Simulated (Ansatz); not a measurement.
# Au (Fm-3m, 1 atom in the cell): converging a phonon calculation, part 3 of 3

Wanted: convergence of the phonons of Au (Fm-3m, 1 atom in the cell) against cost.

Ansatz 0.2.0; DFT PBE, scalar-relativistic, plane waves, PAW.

So far, highest frequency on the path or at a solved wavevector (cm⁻¹): step 3 (response at finite wavevector) 137; step 4 (q mesh 2×2×2) 137; step 6 (k-mesh 24×24×24, q mesh 6×6×6) 137; step 10 (k-mesh 16×16×16, q mesh 2×2×2) 138; step 12 (k-mesh 30×30×30, q mesh 2×2×2) 138. The relaxed cell has a = 4.158 Å (conventional setting).

The database entry behind the starting cell differs from later determinations by our own check (0.1 to 0.3 % short, probably kX units), so it need not match the best structure at ambient conditions.

## Step 16: Another cutoff, cutoff 290 eV, q mesh 2×2×2

The cutoff is set to 290 eV on a small fixed q mesh.

input.yaml reads:

```yaml
crystal:
  lattice:
    - [0.0, 2.0790566513, 2.0790566513]
    - [2.0790566513, 0.0, 2.0790566513]
    - [2.0790566513, 2.0790566513, 0.0]
  atoms:
    - { symbol: Au, position: [0.0, 0.0, 0.0] }
kpoints:
  mp_grid: { grid: [20, 20, 20] }
hamiltonian:
  xc: pbe
scf:
  occupations: { method: methfessel_paxton, width: 0.2 }
output:
  eigenvalues: true
phonons:
  method: dfpt
  qmesh: [2, 2, 2]
  temperatures: { t_max: 1000, t_step: 50 }
  qpath:
    path:
      - [[0.0, 0.0, 0.0], [0.5, 0.0, 0.5], [0.625, 0.25, 0.625]]
      - [[0.375, 0.375, 0.75], [0.0, 0.0, 0.0], [0.5, 0.5, 0.5], [0.5, 0.25, 0.75], [0.5, 0.0, 0.5]]
    npoints: 10
basis:
  ecutwfc: 290
```

On the command line:

```sh
$ ansatz run input.yaml --threads 4 --pin off --max-ram 7168MiB --backend cpu --events-out ev --progress --plain --runs-dir out
```

Numbers of over 12 decimals in the logs are rounded to 6 here.

Output:

```text
[...]
Crystal: 1 atoms, lattice volume = 17.973 Å³
Basis set: ecut = 290 eV, 181 PW (Γ), exchange–correlation on 36×36×36 points (8 copies of the dense FFT grid, shifted against one another)
Bands: 14, of which v1, the nominal top of the filled ones, is band 10 counted from 1 (9 counted from 0)
Symmetry: 48 space group operations
k-points: 256 of 8000
[...]
SCF iter   1: F=—  HF=-13149.151135 eV  |F-HF|=—  |Δ(HF+E_count)|=         —  Δρ=9.46e-3  dr2=5.24e-3  ethr=1.77e-3  ⟨swp⟩=4.1  Hψ=16947  notcnv=0
[...]
SCF iter   7: F=-13149.150781 eV  HF=-13149.150781 eV  |F-HF|=5.46e-12  |Δ(HF+E_count)|=  5.64e-11  S|Δr|=    0.00e0  Δρ=9.54e-8  dr2=1.63e-12  ethr=1.00e-12  ⟨swp⟩=6.4  Hψ=15491  notcnv=0
the search or the solves at the SCF's close seem to have found levels that the self-consistency loop had missed (the run counts 1). By its estimate they hold under 1e-12 electrons; where the run keeps them, the occupations were computed again with them
SCF 1 converged in 7 iterations: F = -13149.150781 eV  dr2 = 1.63e-12
[...]
SCF converged after 7 iterations
[...]
Free energy (F): -13149.150781 eV
[...]
Internal energy: -13149.151256 eV  (E = F + TS)
E sigma→0 (E₀):  -13149.150900 eV
Entropy (-TS):   0.000475 eV (0.475 meV/atom)
Fermi energy:    19.171264 eV
[...]
--- Band table (eV; the first three rows and the last of 256) ---
  k-point 0: bands = [... 6 lower, 14.7995, 14.7995, 16.1769, 16.1769, 33.7448, 37.4736, 37.4736, 37.4736]
  k-point 1: bands = [... 6 lower, 14.8281, 14.8281, 16.1651, 16.1651, 33.8363, 36.8862, 37.5655, 37.5655]
  k-point 2: bands = [... 6 lower, 14.9054, 14.9054, 16.1357, 16.1357, 34.0455, 35.6098, 37.8243, 37.8243]
  k-point 255: bands = [... 6 lower, 14.3694, 16.0421, 17.5468, 23.6624, 25.3547, 25.3547, 28.3192, 41.3118]
[...]
ASR residual: 5.524e-5 → 0.000e0 eV/Å²; symmetrization residual: 2.728e-12 eV/Å²
  ASR residual per site (eV/Å²): 5.52e-5
  Γ frequencies (cm⁻¹): 0.00 0.00 0.00
--- Phonons (arbitrary-q DFPT): 3 irreducible q on the 2×2×2 mesh ---
[...]
interpolated dispersion: 62 rows × 3 modes
[...]
```

Run time: 20 s. Hardware: 4 threads of Arm Neoverse V1, shared host; peak memory 1.1 GiB.

The run finished; it serves as a test, and its numbers are not taken as the result.

## Step 17: Another cutoff, cutoff 360 eV, q mesh 2×2×2

The cutoff is set to 360 eV on a small fixed q mesh.

Edit input.yaml of step 16 so:

```diff
@@ -25,2 +25,2 @@
 basis:
-  ecutwfc: 290
+  ecutwfc: 360
```

Output:

```text
[...]
Crystal: 1 atoms, lattice volume = 17.973 Å³
Basis set: ecut = 360 eV, 283 PW (Γ), exchange–correlation on 40×40×40 points (8 copies of the dense FFT grid, shifted against one another)
Bands: 14, of which v1, the nominal top of the filled ones, is band 10 counted from 1 (9 counted from 0)
Symmetry: 48 space group operations
k-points: 256 of 8000
[...]
k-point 255: bands = [... 6 lower, 14.3810, 16.0557, 17.5739, 23.6594, 25.3418, 25.3418, 28.3129, 41.3070]
[...]
ASR residual: 1.665e-5 → 0.000e0 eV/Å²; symmetrization residual: 2.663e-12 eV/Å²
  ASR residual per site (eV/Å²): 1.67e-5
  Γ frequencies (cm⁻¹): 0.00 0.00 0.00
--- Phonons (arbitrary-q DFPT): 3 irreducible q on the 2×2×2 mesh ---
[...]
interpolated dispersion: 62 rows × 3 modes
[...]
[key lines of the parts left out:]
SCF converged after 7 iterations
Free energy (F): -13149.326145 eV
Fermi energy:    19.173489 eV
```

The job ended after 24 s (4 threads; peak memory 1.2 GiB; 88 s of CPU time).

## Step 18: Another cutoff, cutoff 550 eV, q mesh 2×2×2

The cutoff is set to 550 eV on a small fixed q mesh.

Edit input.yaml of step 17 so:

```diff
@@ -25,2 +25,2 @@
 basis:
-  ecutwfc: 360
+  ecutwfc: 550
```

Output:

```text
[...]
Crystal: 1 atoms, lattice volume = 17.973 Å³
Basis set: ecut = 550 eV, 531 PW (Γ), exchange–correlation on 48×48×48 points (8 copies of the dense FFT grid, shifted against one another)
Bands: 14, of which v1, the nominal top of the filled ones, is band 10 counted from 1 (9 counted from 0)
Symmetry: 48 space group operations
k-points: 256 of 8000
[...]
k-point 255: bands = [... 6 lower, 14.3807, 16.0555, 17.5738, 23.6578, 25.3399, 25.3399, 28.3114, 41.3056]
[...]
ASR residual: 1.435e-4 → 0.000e0 eV/Å²; symmetrization residual: 1.516e-12 eV/Å²
  ASR residual per site (eV/Å²): 1.43e-4
  Γ frequencies (cm⁻¹): 0.00 0.00 0.00
--- Phonons (arbitrary-q DFPT): 3 irreducible q on the 2×2×2 mesh ---
[...]
interpolated dispersion: 62 rows × 3 modes
[...]
[key lines of the parts left out:]
SCF converged after 7 iterations
Free energy (F): -13149.329937 eV
Fermi energy:    19.172374 eV
```

Wall time 39 s (4 threads); peak memory 1.7 GiB; 2.5 min of CPU time.

## Step 19: Outcome

| Property | Result |
| --- | --- |
| mean frequency, q mesh 2×2×2 | 83.4 cm⁻¹ |
| mean frequency, q mesh 3×3×3 | 80.5 cm⁻¹ |
| mean frequency, q mesh 6×6×6 | 79.5 cm⁻¹ |
| lowest mode on the q mesh (acoustic modes at Γ apart), k-mesh 6×6×6 | 54.8 cm⁻¹ |
| lowest mode on the q mesh (acoustic modes at Γ apart), k-mesh 10×10×10 | 53.5 cm⁻¹ |
| lowest mode on the q mesh (acoustic modes at Γ apart), k-mesh 16×16×16 | 53.8 cm⁻¹ |
| lowest mode on the q mesh (acoustic modes at Γ apart), k-mesh 20×20×20 | 53.3 cm⁻¹ |
| lowest mode on the q mesh (acoustic modes at Γ apart), k-mesh 30×30×30 | 53.2 cm⁻¹ |
| lowest mode on the q mesh (acoustic modes at Γ apart), cutoff 170 eV | -177 cm⁻¹ |
| lowest mode on the q mesh (acoustic modes at Γ apart), cutoff 230 eV | 72.3 cm⁻¹ |
| lowest mode on the q mesh (acoustic modes at Γ apart), cutoff 290 eV | 55.2 cm⁻¹ |
| lowest mode on the q mesh (acoustic modes at Γ apart), cutoff 360 eV | 53.2 cm⁻¹ |
| lowest mode on the q mesh (acoustic modes at Γ apart), cutoff 550 eV | 53.3 cm⁻¹ |

What this shows: Over the whole q mesh series, coarse runs included, the mean frequency runs from 79.5 to 83.4 cm⁻¹; from 3×3×3 on it stays within 1.0 cm⁻¹ of the finest run (6×6×6), against a tolerance of 1.0. The k mesh changes along this series too, so part of the change is its. Over the whole k mesh series, coarse runs included, the lowest mode on the q mesh (acoustic modes at Γ apart) runs from 53.2 to 54.8 cm⁻¹; from 16×16×16 on all solved modes stay within 0.6 cm⁻¹ of the finest run (30×30×30), against a tolerance of 1.4. Over the whole cutoff series, coarse runs included, the lowest mode on the q mesh (acoustic modes at Γ apart) runs from -176.6 to 72.3 cm⁻¹; from 360 eV on all solved modes stay within 0.1 cm⁻¹ of the finest run (550 eV), against a tolerance of 1.4. All runs share the cell relaxed at the base settings, which is not exactly at rest under another k mesh or cutoff. With no gap, or one that is small against the smearing, the frequencies hang on the k mesh and the smearing, most of all near Kohn anomalies. Spin-orbit coupling is left out, which can matter for the heavy elements here. These are harmonic frequencies at zero temperature: anharmonic shifts, linewidths and thermal expansion are left out.

[Logs are printed without paths, hosts, clocks, repeated set-up lines and the standing remarks that a program may print on its own settings, such as how far it seeks lower states.]

[Hosts, paths, dates, database ids (printed as entryN), source tags and the programs' standing remarks are cut or masked in the printed files.]
